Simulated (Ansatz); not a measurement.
An input for Ansatz 0.2.0 (Ba2CeSnO6 (Fm-3m)):

```yaml
crystal:
  lattice:
    - [0.0, 4.4593737112, 4.4593737112]
    - [4.4593737112, 0.0, 4.4593737112]
    - [4.4593737112, 4.4593737112, 0.0]
  atoms:
    - { symbol: Ba, position: [0.25, 0.25, 0.25] }
    - { symbol: Ba, position: [0.75, 0.75, 0.75] }
    - { symbol: Ce, position: [0.0, 0.0, 0.0] }
    - { symbol: Sn, position: [0.5, 0.5, 0.5] }
    - { symbol: O, position: [0.742384798, 0.257615202, 0.257615202] }
    - { symbol: O, position: [0.257615202, 0.742384798, 0.742384798] }
    - { symbol: O, position: [0.257615202, 0.742384798, 0.257615202] }
    - { symbol: O, position: [0.742384798, 0.257615202, 0.742384798] }
    - { symbol: O, position: [0.257615202, 0.257615202, 0.742384798] }
    - { symbol: O, position: [0.742384798, 0.742384798, 0.257615202] }
kpoints:
  mp_grid: { grid: [4, 4, 4] }
  band_path:
    path:
      - [0.0, 0.0, 0.0]
      - [0.5, 0.0, 0.5]
      - [0.625, 0.25, 0.625]
      - [0.375, 0.375, 0.75]
      - [0.5, 0.5, 0.5]
      - [0.5, 0.25, 0.75]
    npoints: 1
hamiltonian:
  xc: hse06
  pseudopotentials: { kind: paw, azcp: { folder: soft_1 } }
scf:
  occupations: { method: fixed }
  n_extra_bands: 7
output:
  eigenvalues: true
```

```sh
ansatz run input.yaml --threads 2 --pin off --max-ram 92160MiB --backend cuda --events-out ev --progress --plain --runs-dir out --devices 1 --max-vram 13GiB
```

Q: How long will it take on 1 × NVIDIA H100 80GB HBM3 (shared by 6 runs) with 2 threads of AMD EPYC 7R13 (Zen 3), shared host, and how much memory?

It took 60 s; on shared hardware allow 30 s to 2 min. Peak host memory was 1.5 GiB. The sizes that set the cost: 3479 plane waves a state, 8 irreducible k points and 25 SCF cycles.

Exact exchange couples every pair of k points and filled bands, so it costs far more than a semilocal run.

[Paths, hosts, dates, memory and timing lines, banners, echoed tables and standing remarks are left out of the program output.]

[Logs are printed without paths, hosts, clocks, repeated set-up lines and the standing remarks that a program may print on its own settings, such as how far it seeks lower states.]

[Runs of the session that timed out or met a known fault of the program may be left out.]

[Cells called generated may have been cut or substituted from an entry of the Crystallography Open Database or the Materials Project.]

[Hosts, paths, dates, database ids (printed as entryN), source tags and the programs' standing remarks are cut or masked in the printed files.]
